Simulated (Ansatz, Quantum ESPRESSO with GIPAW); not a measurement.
## ZnSe (Stilleite): NMR parameters from first principles

Wanted: NMR shieldings for each site of ZnSe (Stilleite).

**The experiment.** The 67Zn shift is 274 ppm against aqueous Zn2+, in “Local structures of polar wurtzites Zn1-xMgxO studied by Raman and 67Zn/25Mg NMR spectroscopies and by total neutron scattering” (2008; arXiv:0808.0492), quoting earlier work.

Method: DFT, PBE, plane-wave PAW (pslibrary 1.0.0 recipes), scalar-relativistic, GIPAW; a patched development version of the program, in Quantum ESPRESSO with GIPAW 8.0dev (patched build).

## (1) Set-up

The structure is cubic, space group F-43m (No. 216). Conventional cell: a = 5.668 Å, b = 5.668 Å, c = 5.668 Å, α = 90.00°, β = 90.00°, γ = 90.00°. Nearest to Se lie 4 Zn at 2.45 Å. Nearest to Zn lie 4 Se at 2.45 Å. Farther neighbours and most contacts between anions are not listed.

As a file:

```cif
data_structure
_symmetry_space_group_name_H-M 'F-43m'
_symmetry_Int_Tables_number 216
_cell_length_a 5.6676
_cell_length_b 5.6676
_cell_length_c 5.6676
_cell_angle_alpha 90.000
_cell_angle_beta 90.000
_cell_angle_gamma 90.000
_cell_volume 182.05
loop_
_atom_site_label
_atom_site_type_symbol
_atom_site_symmetry_multiplicity
_atom_site_Wyckoff_symbol
_atom_site_fract_x
_atom_site_fract_y
_atom_site_fract_z
_atom_site_occupancy
Se1 Se 4 c 0.25000 0.25000 0.25000 1
Zn1 Zn 4 a 0.00000 0.00000 0.00000 1
```

The cell is an entry of the Crystallography Open Database.

## (2) Self-consistent run

The shielding is a linear response of the occupied states, which this run provides. It is converged far beyond what an energy needs, since the response uses the wavefunctions themselves. No empty states are asked for: the response is solved without them. The mesh has a spacing of 0.18 Å⁻¹ at most. The PAW files were made with ld1.x from the pslibrary 1.0.0 recipes, with GIPAW reconstruction switched on.

scf.in

```
&control
  calculation = 'scf'
  prefix = 'x'
  outdir = './tmp/'
  pseudo_dir = './'
/
&system
  ibrav = 0
  nat = 2
  ntyp = 2
  ecutwfc = 65
  ecutrho = 390
  nbnd = 14
/
&electrons
  conv_thr = 1.0d-10
  mixing_beta = 0.7
  electron_maxstep = 100
/
ATOMIC_SPECIES
  Se 78.971 Se.pbe-dn-kjpaw_psl.1.0.0-gipaw.UPF
  Zn 65.380 Zn.pbe-dn-kjpaw_psl.1.0.0-gipaw.UPF
CELL_PARAMETERS angstrom
  0.00000000 2.83380000 2.83380000
  2.83380000 0.00000000 2.83380000
  2.83380000 2.83380000 0.00000000
ATOMIC_POSITIONS crystal
  Se 0.75000000 0.75000000 0.75000000
  Zn 0.00000000 0.00000000 0.00000000
K_POINTS automatic
  11 11 11 0 0 0
```

On the command line:

```bash
> mpirun -np 4 pw.x -nk 4 -in scf.in > scf.out
```

The log of the run:

```text
using ibrav=0 with symmetry is DISCOURAGED, use correct ibrav instead

     bravais-lattice index     =            0
     lattice parameter (alat)  =       7.5733  a.u.
     unit-cell volume          =     307.1384 (a.u.)^3
     number of atoms/cell      =            2
     number of atomic types    =            2
     number of electrons       =        28.00
     number of Kohn-Sham states=           14
     kinetic-energy cutoff     =      65.0000  Ry
     charge density cutoff     =     390.0000  Ry
     scf convergence threshold =      1.0E-10
     mixing beta               =       0.7000
     number of iterations used =            8  plain     mixing
     Exchange-correlation= SLA-PW-PBX-PBC
                           (   1   4   3   4   0   0   0)
[...]
Se               16.00    78.97100     Se( 1.00)
     Zn               12.00    65.38000     Zn( 1.00)

     24 Sym. Ops. (no inversion) found
[...]
number of k points=    56
[...]
Dense  grid:    39957 G-vectors     FFT dimensions: (  48,  48,  48)

     Smooth grid:    21883 G-vectors     FFT dimensions: (  40,  40,  40)

     Check: negative core charge=   -0.000002

     Initial potential from superposition of free atoms

     starting charge      27.9962, renormalised to      28.0000
     Starting wfcs are   18 randomized atomic wfcs

     Self-consistent Calculation

     iteration #  1     ecut=    65.00 Ry     beta= 0.70
     Davidson diagonalization with overlap
     ethr =  1.00E-02,  avg # of iterations =  1.6

     Threshold (ethr) on eigenvalues was too large:
     Diagonalizing with lowered threshold

     Davidson diagonalization with overlap
     ethr =  1.26E-04,  avg # of iterations =  3.9

     total energy              =    -645.61968368 Ry
     estimated scf accuracy    <       0.03775722 Ry

     iteration #  2     ecut=    65.00 Ry     beta= 0.70
     Davidson diagonalization with overlap
     ethr =  1.35E-04,  avg # of iterations =  2.2

     total energy              =    -645.62617208 Ry
     estimated scf accuracy    <       0.01033353 Ry

     iteration #  3     ecut=    65.00 Ry     beta= 0.70
[...]
total energy              =    -645.62908551 Ry
     estimated scf accuracy    <       0.00178894 Ry

[...]
total energy              =    -645.62945843 Ry
[...]
iteration # 13     ecut=    65.00 Ry     beta= 0.70
     Davidson diagonalization with overlap
     ethr =  3.31E-12,  avg # of iterations =  3.6

     total energy              =    -645.62945843 Ry
     estimated scf accuracy    <          8.4E-10 Ry

     iteration # 14     ecut=    65.00 Ry     beta= 0.70
     Davidson diagonalization with overlap
     ethr =  3.02E-12,  avg # of iterations =  2.2

     End of self-consistent calculation
     [one-electron energies left out]

!    total energy              =    -645.62945843 Ry
     total all-electron energy =     -8452.399529 Ry
     estimated scf accuracy    <          9.9E-11 Ry

     The total energy is the sum of the following terms:
     one-electron contribution =    -302.20142231 Ry
     hartree contribution      =     168.62019720 Ry
     xc contribution           =     -75.71932559 Ry
     ewald contribution        =    -199.98561049 Ry
     one-center paw contrib.   =    -236.34329723 Ry

     convergence has been achieved in  14 iterations
[...]
JOB DONE.
```

Elapsed: 16 s, on 4 MPI ranks of Arm Neoverse V2, shared host; peak memory 0.45 GiB; 62 s of CPU time.

It converged in 14 cycles to an estimated accuracy of 1e-10 Ry, on 56 irreducible k-points.

## (3) Shieldings

A uniform field breaks periodicity, so gipaw.x applies it as a wave of small q and takes the limit. It solves for the first-order states, builds the induced current and gets the field at each nucleus by Biot–Savart; the PAW spheres add what the smooth waves miss near the nuclei. pawproj makes the reconstruction use the PAW data sets' own projectors.

nmr.in

```
&inputgipaw
  job = 'nmr'
  prefix = 'x'
  tmp_dir = './tmp/'
  restart_mode = 'from_scratch'
  verbosity = 'low'
  q_gipaw = 0.01
  spline_ps = .true.
  conv_threshold = 1.0d-14
  use_nmr_macroscopic_shape = .false.
  pawproj(1) = .true.
  pawproj(2) = .true.
/
```

On the command line:

```bash
> mpirun -np 4 gipaw.x -in nmr.in > nmr.out
```

The log of the run:

```text
[banner, memory and clock lines left out]
[a note of our patched build left out]

     Parallelizing q-star over 1 images

     IMPORTANT: XC functional enforced from input :
     Exchange-correlation= PBE
                           (   1   4   3   4   0   0   0)
     Any further DFT definition will be discarded
     Please, verify this is what you really want

     Check: negative core charge=   -0.000002
[...]
alpha_pv=     93.7486 eV

     spline_ps is .false., expect some extrapolation errors

     q-space interpolation up to    78.00 Rydberg

     GIPAW job: nmr
     NMR macroscopic correction: no
[...]
Computing the magnetic susceptibility     isolve=0    ethr=  0.1000E-13
     Starting from scratch
     k-point #    1 of    56      pool #  1    cpu time:       0.7
[...]
End of magnetic susceptibility calculation

     f-sum rule (1st term):
           -14.3497         -0.0000         -0.0000
             0.0000        -14.3497         -0.0000
            -0.0000         -0.0000        -14.3497

     f-sum rule (2nd term):
            -0.0548         -0.0000          0.0000
             0.0000         -0.0548         -0.0000
             0.0000         -0.0000         -0.0548

     f-sum rule (should be   -14.3980):
           -14.4045         -0.0000         -0.0000
             0.0000        -14.4045         -0.0000
            -0.0000         -0.0000        -14.4045

[... susceptibilities left out ...]
     Contributions to the NMR chemical shifts: -------------------------------

     Macroscopic shape contribution in ppm:                    0.00
             0.0000          0.0000          0.0000
             0.0000          0.0000          0.0000
             0.0000          0.0000          0.0000

     Core contribution in ppm:

     Atom  1  Se  pos: (  1.060660  1.060660  1.060660)  core sigma:        2630.94
     Atom  2  Zn  pos: (  0.000000  0.000000  0.000000)  core sigma:        2275.73

     Bare contribution in ppm:

     Atom  1  Se  pos: (  1.060660  1.060660  1.060660)  bare sigma:          65.99
[...]
Atom  2  Zn  pos: (  0.000000  0.000000  0.000000)  bare sigma:          32.95
[...]
Diamagnetic contribution in ppm:

     Atom  1  Se  pos: (  1.060660  1.060660  1.060660)  dia sigma:         318.04
[...]
Atom  2  Zn  pos: (  0.000000  0.000000  0.000000)  dia sigma:         212.92
[...]
Paramagnetic contribution in ppm:

     Atom  1  Se  pos: (  1.060660  1.060660  1.060660)  para sigma:        -423.87
[...]
Atom  2  Zn  pos: (  0.000000  0.000000  0.000000)  para sigma:         652.55
[...]
Paramagnetic US occ-occ contribution in ppm:

     Atom  1  Se  pos: (  1.060660  1.060660  1.060660)  para_oo sigma:         -10.57
[...]
Atom  2  Zn  pos: (  0.000000  0.000000  0.000000)  para_oo sigma:          -1.74
[...]
Paramagnetic US L_R Q_R contribution in ppm:

     Atom  1  Se  pos: (  1.060660  1.060660  1.060660)  para_lq sigma:        -856.92
[...]
Atom  2  Zn  pos: (  0.000000  0.000000  0.000000)  para_lq sigma:       -1872.78
[...]
Total NMR chemical shifts in ppm: ---------------------------------------
     (adopting the Simpson convention for anisotropy and asymmetry)-----------

     Atom  1  Se  pos: (  1.060660  1.060660  1.060660)  Total sigma:        1723.61
          1723.6050         -0.0000         -0.0000
            -0.0000       1723.6050          0.0000
            -0.0000          0.0000       1723.6050

     Se      1    anisotropy:      0.00    eta:    0.0000
[...]
Atom  2  Zn  pos: (  0.000000  0.000000  0.000000)  Total sigma:        1299.64
          1299.6362         -0.0000         -0.0000
            -0.0000       1299.6362          0.0000
            -0.0000          0.0000       1299.6362

     Zn      2    anisotropy:      0.00    eta:    0.0000
[...]
```

Run time: 4.1 min. Hardware: 4 MPI ranks; peak memory 0.31 GiB; 16 min of CPU time.

The f-sum rule is met to 0.0065 of 14.4 (0.05 %). Converged shieldings require that this miss be small, but a small miss does not prove them.

From the symmetric part of each tensor, with principal values σ11 ≤ σ22 ≤ σ33: σ_iso is their mean, the span is σ33 − σ11 and the skew 3(σ_iso − σ22)/span. (gipaw.x prints an anisotropy in another convention.)

| site | atom no. | atoms in cell | σ_iso (ppm) | span (ppm) | skew |
| --- | --- | --- | --- | --- | --- |
| Se | 1 | 1 | 1723.6 | 0.0 | - |
| Zn | 2 | 1 | 1300 | 0 | - |

The macroscopic shape term is switched off. For a spherical sample the valence susceptibility of this run would add about 14 ppm to every site, a rough estimate, since the susceptibility converges slowly and lacks part of the PAW terms. Differences within the crystal don't depend on it, but shieldings of different compounds can't be compared to better than about that much without it.

Se and Zn sit on cubic site symmetry, where the tensor must be isotropic.

The quadrupolar nuclei (67Zn) sit on sites where the field gradient vanishes by symmetry, so they have no quadrupolar coupling.

## (4) NMR parameters by site

Covalently bonded atoms count as neighbours within 1.18 times the sum of their radii. Otherwise a cation's neighbours lie within 1.2 times its shortest bond (1.3 for large cations, each anion's radius taken off where they differ), and an anion's are the cations that count it.

| site | atom no. | atoms in cell | surroundings | bonds (Å) | σ_iso (ppm) |
| --- | --- | --- | --- | --- | --- |
| Se | 1 | 1 | bound to Zn4 | 2.454 | 1723.6 |
| Zn | 2 | 1 | ZnSe4 | 2.454 | 1300 |

## (5) Cost against result

Each row names what was changed: another mesh tests the sampling of the zone; another functional shows how far the paramagnetic term hangs on the exchange-correlation form; another cutoff tests the basis.

Changes of σ_iso (ppm) against the run above (PBE, cutoffs 65 and 390 Ry, mesh 11×11×11, 17 min). Times are CPU times of pw.x and gipaw.x together, on 4 MPI ranks of Arm Neoverse V2, shared host; on a shared host they are rough. A run is marked as doubtful where the f-sum miss passes 0.015 electrons, or that much for each three atoms in larger cells (with Tl, Pb, Hg, Bi or Sn a third of that, or a mesh spacing over 0.26 Å⁻¹), or where the susceptibility is unphysically large.

| run | CPU time | f-sum miss | Se | Zn |
| --- | --- | --- | --- | --- |
| mesh 13×13×13 | 26 min | 0.0022 | +52.5 | -1.4 |
| LDA | 17 min | 0.011 | -222.6 | -30.1 |
| cutoffs 45 and 280 Ry (coarse on purpose) | 13 min | 0.0024 | -45.2 | -2.1 |
| mesh 7×7×7 (marked) | 6.3 min | 0.082 | -568.5 | +3.5 |
| Wu-Cohen | 17 min | 0.0089 | -115.1 | -14.8 |
| cutoffs 75 and 450 Ry | 27 min | 0.0064 | -0.7 | -0.1 |

The largest move is -568.5 ppm, on Se, from mesh 7×7×7.

## (6) A bad input

For contrast, the same job on a spoilt input.

scf.in, as its differences from that of step 2:

```diff
@@ -20,4 +20,4 @@
 ATOMIC_SPECIES
-  Se 78.971 Se.pbe-dn-kjpaw_psl.1.0.0-gipaw.UPF
-  Zn 65.380 Zn.pbe-dn-kjpaw_psl.1.0.0-gipaw.UPF
+  Se 78.971 Se.pbe-dn-kjpaw_psl.1.0.0.UPF
+  Zn 65.380 Zn.pbe-dn-kjpaw_psl.1.0.0.UPF
 CELL_PARAMETERS angstrom
```

On the command line:

```bash
> mpirun -np 4 pw.x -nk 4 -in scf.in > scf.out
```

This SCF reached its threshold; then the response:

nmr.in, as its differences from that of step 3:

```diff
@@ -10,4 +10,2 @@
   use_nmr_macroscopic_shape = .false.
-  pawproj(1) = .true.
-  pawproj(2) = .true.
 /
```

On the command line:

```bash
> mpirun -np 4 gipaw.x -in nmr.in > nmr.out
```

The log of the run:

```text
[banner, memory and clock lines left out]
[a note of our patched build left out]

     Parallelizing q-star over 1 images

     IMPORTANT: XC functional enforced from input :
     Exchange-correlation= PBE
                           (   1   4   3   4   0   0   0)
     Any further DFT definition will be discarded
     Please, verify this is what you really want

     Check: negative core charge=   -0.000002

     WARNING: the pseudopotential of Se has no GIPAW data: results for this element lack core and reconstruction terms
     WARNING: the pseudopotential of Zn has no GIPAW data: results for this element lack core and reconstruction terms
[...]
alpha_pv=     93.7486 eV

     spline_ps is .false., expect some extrapolation errors

     q-space interpolation up to    78.00 Rydberg

     GIPAW job: nmr
     NMR macroscopic correction: no
[...]
Computing the magnetic susceptibility     isolve=0    ethr=  0.1000E-13
     Starting from scratch
     k-point #    1 of    56      pool #  1    cpu time:       0.6
[...]
Paramagnetic contribution in ppm:

     Atom  1  Se  pos: (  1.060660  1.060660  1.060660)  para sigma:           0.00
[...]
Atom  2  Zn  pos: (  0.000000  0.000000  0.000000)  para sigma:           0.00
[...]
Paramagnetic US occ-occ contribution in ppm:

     Atom  1  Se  pos: (  1.060660  1.060660  1.060660)  para_oo sigma:           0.00
[...]
Atom  2  Zn  pos: (  0.000000  0.000000  0.000000)  para_oo sigma:           0.00
[...]
Paramagnetic US L_R Q_R contribution in ppm:

     Atom  1  Se  pos: (  1.060660  1.060660  1.060660)  para_lq sigma:           0.00
[...]
Atom  2  Zn  pos: (  0.000000  0.000000  0.000000)  para_lq sigma:           0.00
[...]
Total NMR chemical shifts in ppm: ---------------------------------------
     (adopting the Simpson convention for anisotropy and asymmetry)-----------

     Atom  1  Se  pos: (  1.060660  1.060660  1.060660)  Total sigma:          65.99
[...]
Se      1    anisotropy:      0.00    eta:    0.0000
[...]
Atom  2  Zn  pos: (  0.000000  0.000000  0.000000)  Total sigma:          32.95
[...]
Zn      2    anisotropy:      0.00    eta:    0.0000
[...]
```

Run time: 4.1 min. Hardware: 4 MPI ranks; peak memory 0.3 GiB.

The run ends without an error, but the fault (files without GIPAW data) moves σ_iso of Se by -1657.6 ppm (both without the shape term); the f-sum rule is missed by 0.0065 electrons. Its numbers are not to be used. Without partial waves and core orbitals the core and reconstruction terms are missing.

## (7) Comparison with the measured values

Without a fitted line the measured shift still tests the calculation: for an exact theory σ + δ is one number for all compounds of a nucleus, up to the shape term, which is left out of σ and differs by some ppm between compounds.

| nucleus, site | σ_iso (ppm) | measured δ (ppm) | σ + δ (ppm) | σ + δ of other compounds, same level |
| --- | --- | --- | --- | --- |
| 67Zn, Zn | 1300 | 274 | 1574 | ZnS 1617, ZnO 1681 |

## (8) Summary of results

```yaml
67zn_shielding_without_shape_term: 1300 ppm
77se_shielding_without_shape_term: 1723.6 ppm
```

What this shows: 67Zn has one site (ZnSe4), with isotropic shielding 1300 ppm (shape term left out). A shift needs a reference, δ = σ_ref − σ, fixed on measured compounds; for 67Zn of this kind at this level too few were at hand, or they scattered too widely about a line, so none is given. For 67Zn, σ + δ is 1574 ppm here and 1649 ppm on average over 2 other sites: with that reference and slope one the shift would be off by +75 ppm. Going to mesh 13×13×13 changes no isotropic shielding by more than 52.6 ppm, a first measure of the error left in that respect. Going to cutoffs 75 and 450 Ry changes no isotropic shielding by more than 0.67 ppm, so the main run is converged in that respect. The cheaper run with cutoffs 45 and 280 Ry takes about 75 % of the time and is off by 2.1 ppm on Zn, and by 45.2 ppm at most. The largest change with the functional is 222.6 ppm in absolute shielding; part of that drops out once each functional has its own reference line. This build of gipaw.x prints that it is not audited and that its numbers are no references by themselves. It also reports spline_ps as false although the input sets it; why was not traced.

[Banner, clock, file and message-heading lines were taken out of the pw.x and gipaw.x logs.]

[Logs are printed without paths, hosts, clocks, repeated set-up lines and the standing remarks that a program may print on its own settings, such as how far it seeks lower states.]

[Hosts, paths, dates, database ids (printed as entryN), source tags and the programs' standing remarks are cut or masked in the printed files.]

[Where no reference line passes its bar on scatter, no shift is given, so a measured shift of this compound may stand uncompared.]
